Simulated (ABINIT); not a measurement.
## Ba2TaBiO6 (R-3): Bethe-Salpeter spectra with ABINIT

Wanted: excitons and ε₂ of Ba2TaBiO6 (R-3), with cost.

Program: ABINIT 10.8.3. Level of theory: LDA and many-body steps on it, plane waves. Results are calculated unless marked as measured.

## 1. The structure

It takes space group R-3 (No. 148, trigonal). Conventional cell: a = 6.151 Å, b = 6.151 Å, c = 14.869 Å, α = 90.00°, β = 90.00°, γ = 120.00°. Nearest to Ba lie 12 O at 2.76 to 3.40 Å. Nearest to Ta lie 6 O at 2.01 Å. Nearest to Bi lie 6 O at 2.36 Å. O has 1 Ta at 2.01 Å and 1 Bi at 2.36 Å and 4 Ba at 2.76 to 3.40 Å nearest. Farther neighbours and most contacts between anions are not listed.

As a file:

```cif
data_structure
_symmetry_space_group_name_H-M 'P 1'
_symmetry_Int_Tables_number 1
_cell_length_a 6.0973
_cell_length_b 6.0973
_cell_length_c 6.0973
_cell_angle_alpha 60.587
_cell_angle_beta 60.587
_cell_angle_gamma 60.587
_cell_volume 162.41
loop_
_atom_site_label
_atom_site_type_symbol
_atom_site_fract_x
_atom_site_fract_y
_atom_site_fract_z
_atom_site_occupancy
Ba1 Ba 0.74882 0.74882 0.74882 1
Ba2 Ba 0.25118 0.25118 0.25118 1
Ta3 Ta 0.50000 0.50000 0.50000 1
Bi4 Bi 0.00000 0.00000 0.00000 1
O5 O 0.72551 0.21886 0.32204 1
O6 O 0.21886 0.32204 0.72551 1
O7 O 0.32204 0.72551 0.21886 1
O8 O 0.27449 0.78114 0.67797 1
O9 O 0.67797 0.27449 0.78114 1
O10 O 0.78114 0.67797 0.27449 1
```

The cell and positions are those that the Materials Project relaxed with its own functionals (PBE, PBE+U or r2SCAN), kept fixed. Spin-orbit coupling is left out unless a step names it.

## 2. Empty states on the mesh, 2×2×2 mesh, 217 bands

This step: ABINIT 10.8.3; DFT, LDA, plane waves, norm-conserving pseudopotentials.

The sums over transitions need many empty states on a uniform mesh; this step solves for them.

The input, run.abi:

```
acell 3*1.0 Angstrom
rprim 
  3.075626834241 1.775713980676 4.956223105800
  -3.075626834241 1.775713980676 4.956223105800
  0.000000000000 -3.551427961352 4.956223105800
ntypat 4
znucl 56 73 83 8
natom 10
typat 1 1 2 3 4 4 4 4 4 4
xred 
  0.748816000000 0.748816000000 0.748816000000
  0.251184000000 0.251184000000 0.251184000000
  0.500000000000 0.500000000000 0.500000000000
  0.000000000000 0.000000000000 0.000000000000
  0.725510000000 0.218856000000 0.322035000000
  0.218856000000 0.322035000000 0.725510000000
  0.322035000000 0.725510000000 0.218856000000
  0.274490000000 0.781144000000 0.677965000000
  0.677965000000 0.274490000000 0.781144000000
  0.781144000000 0.677965000000 0.274490000000
pp_dirpath "pseudos"
pseudos "Ba.upf, Ta.upf, Bi.upf, O.upf"
ecut 62
ngkpt 2 2 2
nshiftk 1
shiftk 0 0 0
kptopt 1
chksymbreak 0
iscf -2
irdden 1
istwfk *1
nband 217
nbdbuf 18
tolwfr 1e-09
nstep 60
prtvol 0
indata_prefix "in"
outdata_prefix "out"
tmpdata_prefix "tmp"
```

Command:

```bash
$ OMP_NUM_THREADS=1 mpirun -n 4 abinit run.abi > log
```

Numbers of over 12 decimals in the logs are rounded to 6 here.

The log of the run:

```text
.Version 10.8.3 of ABINIT. v10.8.2 released Aug 2026.

 Symmetries : space group R-3 (#148); Bravais hR (rhombohedral)
[... echo of the input left out ...]
== DATASET  1 ==================================================================
-   mpi_nproc: 4, omp_nthreads: 1 (-1 if OMP is not activated)

--- !DatasetInfo
iteration_state: {dtset: 1, }
dimensions: {natom: 10, nkpt: 4, mband: 217, nsppol: 1, nspinor: 1, nspden: 1, mpw: 25587, }
cutoff_energies: {ecut:  62.0, pawecutdg:  -1.0, }
[...]
1.95455    1.96988    1.96988    2.00754    2.00852    2.00852    2.00885    2.03749
   2.04694    2.05053    2.05054    2.05432    2.05435    2.07475    2.08663    2.08892
   2.09840
 prteigrs : prtvol=0 or 1, do not print more k-points.

== END DATASET(S) ==============================================================
================================================================================

 -outvars: echo values of variables after computation  --------
            nband         217
             nkpt           4
          spgroup         148
 [... the other variables as echoed above ...]

 Calculation completed.
```

The job ended after 7.5 min (4 MPI ranks of Arm Neoverse V1, shared host; peak memory 0.99 GiB).

Numbers from this step:

- gap: 2.549 eV
- k of the valence top: 0.5, 0.5, 0.5
- k of the conduction bottom: 0.5, 0, 0
- least direct gap: 2.577 eV
- k points computed: 4
- lowest point of the top converged band, above the valence top: 46.11 eV

On this mesh the gap is 2.549 eV.

The density comes from a self-consistent run that is not shown.

## 3. Screening, 2×2×2 mesh, 199 bands, screening to 119.7 eV

The RPA dielectric matrix is built and inverted for each q.

This step: RPA screening on LDA, plane waves, norm-conserving pseudopotentials.

Changes to run.abi since step 2:

```diff
@@ -28,10 +28,11 @@
 chksymbreak 0
-iscf -2
-irdden 1
 istwfk *1
-nband 217
-nbdbuf 18
-tolwfr 1e-09
-nstep 60
-prtvol 0
+occopt 1
+irdwfk 1
+optdriver 3
+nband 199
+ecuteps 4.4
+inclvkb 2
+awtr 1
+symchi 1
 indata_prefix "in"
```

The log of the run:

```text
.Version 10.8.3 of ABINIT. v10.8.2 released Aug 2026.

 Symmetries : space group R-3 (#148); Bravais hR (rhombohedral)
[... echo of the input left out ...]
== DATASET  1 ==================================================================
-   mpi_nproc: 4, omp_nthreads: 1 (-1 if OMP is not activated)

--- !DatasetInfo
iteration_state: {dtset: 1, }
dimensions: {natom: 10, nkpt: 4, mband: 199, nsppol: 1, nspinor: 1, nspden: 1, mpw: 25587, }
cutoff_energies: {ecut:  62.0, pawecutdg:  -1.0, }
[...]
--------------------------------------------------------------------------------
[... chi0 elements left out ...]
 For q-point:  0.000010 0.000020 0.000030
  dielectric constant =   6.6044
  dielectric constant without local fields =   7.2021

  Average fulfillment of the sum rule on Im[epsilon] for q-point    1 :     52.55  [%]
[... wings left out ...]
  q-point number  2        q = ( 0.500000, 0.000000, 0.000000) [r.l.u.]
--------------------------------------------------------------------------------
[... chi0 elements left out ...]
  Average fulfillment of the sum rule on Im[epsilon] for q-point    2 :     58.26  [%]

 [... 2 further q-points ...]
```

The job ended after 8.5 min (4 MPI ranks; peak memory 6.4 GiB; 34 min of CPU time).

This step gave:

```
ε∞ with local fields, on this mesh, along the program's q direction : 6.604
the same without local fields                                       : 7.202
plasma frequency                                                    : 30.00 eV
plane waves in the screening matrix                                 : 525
```

Local fields lower ε∞ by 8 %. On a Γ-centred mesh this coarse the value itself is usually too large, while a short band sum pulls it down.

## 4. Self-energy, 2×2×2 mesh, 199 bands, screening to 119.7 eV

The self-energy is evaluated for the states that the input lists, and the levels follow from it, in one-shot runs by the linearised quasiparticle equation.

This step: G0W0 on LDA, plane waves, norm-conserving pseudopotentials.

Changes to run.abi since step 3:

```diff
@@ -31,8 +31,19 @@
 irdwfk 1
-optdriver 3
+optdriver 4
 nband 199
+gwcalctyp 0
+ecutsigx 62
+symsigma 1
+nkptgw 3
+kptgw 
+  0.5000000000 0.5000000000 0.5000000000
+  0.5000000000 0.0000000000 0.0000000000
+  0.0000000000 0.0000000000 0.0000000000
+bdgw 
+  52 56
+  52 55
+  51 55
 ecuteps 4.4
-inclvkb 2
-awtr 1
-symchi 1
+irdscr 1
+ppmodel 1
 indata_prefix "in"
```

The log of the run:

```text
.Version 10.8.3 of ABINIT. v10.8.2 released Aug 2026.

 Symmetries : space group R-3 (#148); Bravais hR (rhombohedral)
[... echo of the input left out ...]
== DATASET  1 ==================================================================
-   mpi_nproc: 4, omp_nthreads: 1 (-1 if OMP is not activated)

--- !DatasetInfo
iteration_state: {dtset: 1, }
dimensions: {natom: 10, nkpt: 4, mband: 199, nsppol: 1, nspinor: 1, nspden: 1, mpw: 25587, }
cutoff_energies: {ecut:  62.0, pawecutdg:  -1.0, }
[...]
Band     E0 <VxcDFT>   SigX SigC(E0)      Z dSigC/dE  Sig(E)    E-E0       E
[...]
54   9.655 -13.384  -8.865  -2.951   0.833  -0.201 -12.079   1.305  10.960
       55   9.838 -16.696 -11.919  -3.277   0.814  -0.228 -15.474   1.221  11.059

== END DATASET(S) ==============================================================
================================================================================

 -outvars: echo values of variables after computation  --------
           etotal      0.0000000000E+00
            nband         199
             nkpt           4
          spgroup         148
 [... the other variables as echoed above ...]

 Calculation completed.
```

Run time: 77 s. Hardware: 4 MPI ranks; peak memory 3.7 GiB; 5.1 min of CPU time.

This step gave:

| Item | Value |
| --- | --- |
| G0W0 gap on the points computed | 3.347 eV |
| starting gap on the mesh | 2.549 eV |
| k of the valence top | 0.5, 0.5, 0.5 |
| k of the conduction bottom | 0.5, 0, 0 |
| least direct G0W0 gap on the computed points | 3.38 eV |

The gap on the mesh goes from 2.55 eV to 3.35 eV, a correction of +0.80 eV.

The gap opens by 0.798 eV; the next steps shift the empty bands rigidly by 0.798 eV.

## 5. Excitons

Optical absorption needs the electron-hole interaction, solved here in a basis of vertical transitions on the mesh.

This step: Bethe-Salpeter equation on LDA with a scissors shift, plane waves, norm-conserving pseudopotentials.

Changes to run.abi since step 4:

```diff
@@ -31,19 +31,17 @@
 irdwfk 1
-optdriver 4
-nband 199
-gwcalctyp 0
-ecutsigx 62
-symsigma 1
-nkptgw 3
-kptgw 
-  0.5000000000 0.5000000000 0.5000000000
-  0.5000000000 0.0000000000 0.0000000000
-  0.0000000000 0.0000000000 0.0000000000
-bdgw 
-  52 56
-  52 55
-  51 55
-ecuteps 4.4
+optdriver 99
+bs_calctype 1
+mbpt_sciss 0.798 eV
+bs_loband 36
+nband 68
+bs_exchange_term 1
+bs_coulomb_term 11
+bs_coupling 0
+bs_algorithm 1
+bs_freq_mesh 0 9 0.05 eV
+zcut 0.15 eV
+ecuteps 4
+ecutwfn 31
+inclvkb 2
 irdscr 1
-ppmodel 1
 indata_prefix "in"
```

The log of the run:

```text
.Version 10.8.3 of ABINIT. v10.8.2 released Aug 2026.

 Symmetries : space group R-3 (#148); Bravais hR (rhombohedral)
[... echo of the input left out ...]
== DATASET  1 ==================================================================
-   mpi_nproc: 4, omp_nthreads: 1 (-1 if OMP is not activated)

--- !DatasetInfo
iteration_state: {dtset: 1, }
dimensions: {natom: 10, nkpt: 4, mband: 68, nsppol: 1, nspinor: 1, nspden: 1, mpw: 9095, }
cutoff_energies: {ecut:  31.0, pawecutdg:  -1.0, }
electrons: {nelect:   1.06000000E+02, charge:   0.00000000E+00, occopt:   1.00000000E+00, tsmear:   1.00000000E-02, }

 Exciton: Calculation of dielectric properties by solving the Bethe-Salpeter equation
 in frequency domain and reciprocal space on a transitions basis set.
 Based on a program developed by L. Reining, V. Olevano, F. Sottile,
 S. Albrecht, and G. Onida. Incorporated in ABINIT by M. Giantomassi.

.Using double precision arithmetic ; gwpc =  8

[... cell and pseudopotentials left out ...]
--------------------------------------------------------------------------------

 ==== K-mesh for the wavefunctions ====
 Number of points in the irreducible wedge :     4
[... list of points left out ...]
 Together with  6 symmetry operations and time-reversal symmetry
 yields     8 points in the full Brillouin Zone.

 ==== Q-mesh for the screening function ====
 Number of points in the irreducible wedge :     4
[... list of points left out ...]
 Together with  6 symmetry operations and time-reversal symmetry
 yields     8 points in the full Brillouin Zone.

 vcoul_init : cutoff-mode = AUXILIARY_FUNCTION
 q-points for optical limit:   1
     1)      0.000010    0.000020    0.000030
 setmesh: FFT mesh size selected  =    40x   40x   40
          total number of points  =        64000

 ==== Fundamental parameters for the solution of the Bethe-Salpeter equation: ====
 Algorithm: Direct diagonalization.
 Dimension of the v, W matrices,  npweps  = 411
 Cutoff for the wavefunctions,    npwwfn  = 9095
 Number of k-points in the IBZ,   nkibz   = 4
 Highest empty band included,     nband   = 68
 === Spin UP ===
 Number of resonant transitions          2160
 Lowest occupied state                   36
 Highest occupied state                  53
 Lowest unoccupied state                 54
 Highest unoccupied state                68
 Minimum frequency [eV]           Emin    =   0.00
 Maximum frequency [eV]           Emax    =   9.00
 Frequency step [eV]              dE      =   0.05
 Lorentzian broadening [eV]       eta     =   0.15
 RPA L0 with KS energies and KS wavefunctions
 Scissors operator energy [eV] =          0.80
 Local fields effects (v term) included
 Excitonic effects (W term) included
 Full W_GG' included
 W is read from an external SCR file
 Resonant-only calculation (Hermitian case)

 Calculating epsilon_Macro(q-->0,w), along the following directions:
 q = (  1.508303  0.000000  0.000000) [r.l.u.]
 q = (  0.000000  1.508303  0.000000) [r.l.u.]
 q = (  0.000000  0.000000  1.508303) [r.l.u.]
 q = (  0.925023 -0.925023 -0.000000) [r.l.u.]
 q = (  0.534062  0.534062 -1.068125) [r.l.u.]
 q = (  1.490630  1.490630  1.490630) [r.l.u.]
 Number of electrons calculated from density =  105.6466; Expected =  106.0000
 average of density, n =  0.096394
 r_s =    1.3530
 omega_plasma =   29.9489 [eV]

. Writing resonant excitonic Hamiltonian on file out_BSR; file size=   0.03 [Gb].
 Direct diagonalization of the resonant excitonic Hamiltonian, Matrix size= 2160
. Using LAPACK sequential version.
 Excitonic eigenvalues in eV up to n=   32
   2.85185   2.89923   2.89924   3.02090   3.24367   3.24375   3.30759   3.44358
   3.44362   3.76368   3.79599   3.79613   4.05498   4.07171   4.07652   4.07656
   4.11484   4.11489   4.18013   4.20505   4.20523   4.21084   4.21101   4.22341
   4.22682   4.27057   4.27066   4.30333   4.34049   4.35320   4.35324   4.39994

 First excitonic eigenvalue=    2.85 [eV]
 Last  excitonic eigenvalue=   15.00 [eV]

 GW  direct gap       3.38  0.00 [eV]
 EXC direct gap       2.85  0.00 [eV]
 EXC binding energy   0.52  0.00 [eV]

 Excitonic eigenvalues up to the GW energy gap [eV]
  1 (  2.85  0.00)
  2 (  2.90  0.00)
  3 (  2.90  0.00)
  4 (  3.02  0.00)
  5 (  3.24  0.00)
  6 (  3.24  0.00)
  7 (  3.31  0.00)

 Macroscopic dielectric function:
 omega [eV] <KS_RPA_nlf>  <GW_RPA_nlf>  <BSE>
   0.0000   5.9809   0.0000   5.2526   0.0000   6.1053   0.0000
   0.0500   5.9815   0.0041   5.2530   0.0023   6.1060   0.0040
   0.1000   5.9835   0.0081   5.2541   0.0046   6.1080   0.0081
   0.1500   5.9869   0.0122   5.2560   0.0068   6.1113   0.0122
   0.2000   5.9916   0.0163   5.2586   0.0091   6.1160   0.0163
   0.2500   5.9977   0.0205   5.2620   0.0114   6.1221   0.0204
   0.3000   6.0052   0.0247   5.2662   0.0138   6.1296   0.0246
   0.3500   6.0141   0.0290   5.2712   0.0161   6.1384   0.0288
   0.4000   6.0244   0.0333   5.2769   0.0185   6.1486   0.0331
   0.4500   6.0361   0.0378   5.2835   0.0209   6.1603   0.0374

 Writing KS-RPA macroscopic dielectric function without local fields to file: out_RPA_NLF_MDF
 Writing GW-RPA macroscopic dielectric function without local fields to file: out_GW_NLF_MDF
 Writing EXC Macroscopic dielectric function to file: out_EXC_MDF

== END DATASET(S) ==============================================================
================================================================================

 -outvars: echo values of variables after computation  --------
           etotal      0.0000000000E+00
            nband          68
             nkpt           4
          spgroup         148
 [... the other variables as echoed above ...]

 Calculation completed.
```

Elapsed: 11 min, on 4 MPI ranks; peak memory 1.6 GiB; 46 min of CPU time.

This step gave:

```yaml
direct_gap_of_the_transition_levels: 3.375 eV
transitions_in_the_window: 2160
first_strong_exciton_over_a_fiftieth_of_the_strongest_listed: 2.852 eV
lowest_state: 2.852 eV
binding_of_the_lowest_state_below_the_direct_gap: 0.5232 eV
coulomb_term_of_one_mesh_cell: 0.5675 eV
```

The binding is 0.92 times the screened Coulomb term of one mesh cell (0.57 eV), so it is not shown settled.

The lowest state lies at 2.852 eV, 0.523 eV under the direct gap.

Lines within 3 meV are set at the lowest of them, and the highest group, which the list may cut short, is left out. Exciton lines, with heights relative to the strongest:

```csv
position (eV),lines merged,"oscillator strength, relative"
2.852,1,100
2.899,2,69
3.021,1,3.4
3.244,2,36
3.308,1,6.0
3.444,2,66
3.764,1,4.2
3.796,2,34
4.055,1,0.0
4.072,1,72
```

The ε₂ has structure finer than the step of the table below, so its rows give means over 0.25 eV, whole bins alone (the curve runs from 0 to 9 eV). Peaks (eV: height): BSE 2.900: 6.76, 4.400: 15.3; no electron-hole interaction 3.400: 5.38, 5.100: 11.0, 5.700: 10.3, 6.750: 6.73; Kohn-Sham, no shift 2.600: 5.38, 4.300: 11.0, 4.900: 10.3, 5.950: 6.73.

Mean over the three Cartesian directions of q; broadening 0.15 eV; transition window only. Limits: finite bands, cutoff and mesh; no spin-orbit coupling; coarse k mesh; exciton not shown settled in the k mesh. Table of ε₂ by photon energy; means over each step:

```csv
photon energy (eV),BSE,no electron-hole interaction,"Kohn-Sham, no shift"
0.25,0.0208,0.0116,0.0210
0.50,0.0428,0.0237,0.0435
0.75,0.0673,0.0368,0.0692
1.00,0.0964,0.0514,0.101
1.25,0.133,0.0685,0.142
1.50,0.182,0.0894,0.204
1.75,0.255,0.116,0.308
2.00,0.376,0.153,0.527
2.25,0.622,0.207,1.23
2.50,1.35,0.298,4.01
2.75,4.49,0.482,3.73
3.00,5.07,1.02,3.45
3.25,4.05,3.38,2.96
3.50,4.23,4.14,2.73
3.75,4.65,3.37,4.31
4.00,9.80,3.18,7.79
4.25,14.9,2.69,10.4
4.50,14.1,3.72,8.84
4.75,8.52,7.22,8.66
5.00,7.21,10.1,9.55
5.25,6.07,9.44,7.36
5.50,4.64,8.25,5.30
5.75,4.35,9.78,5.77
6.00,4.97,7.84,6.42
6.25,5.29,5.51,5.31
6.50,4.62,5.53,4.74
6.75,4.09,6.51,4.40
7.00,3.46,5.47,4.40
7.25,3.82,4.87,4.24
7.50,4.12,4.46,4.71
7.75,4.09,4.34,4.73
8.00,4.05,4.31,3.81
8.25,2.99,4.52,3.51
8.50,2.70,4.93,3.33
8.75,2.32,3.93,3.17
```

(Continued in part 2 of 2.)

[Paths, hosts, dates, memory and timing lines, banners, echoed tables and standing remarks are left out of the program output.]

[Logs are printed without paths, hosts, clocks, repeated set-up lines and the standing remarks that a program may print on its own settings, such as how far it seeks lower states.]

[Runs of the session that timed out or met a known fault of the program may be left out.]

[Hosts, paths, dates, database ids (printed as entryN), source tags and the programs' standing remarks are cut or masked in the printed files.]

[G0W0 gaps are taken among the corrected bands and points alone; a level outside them can change the order at an edge.]

[Where Ansatz stands beside ABINIT at settings called matched, ABINIT's density can come from a denser mesh and the files from another edition; pairs whose starting gaps differed by over 0.03 eV were left out, so agreement reads better than it is.]
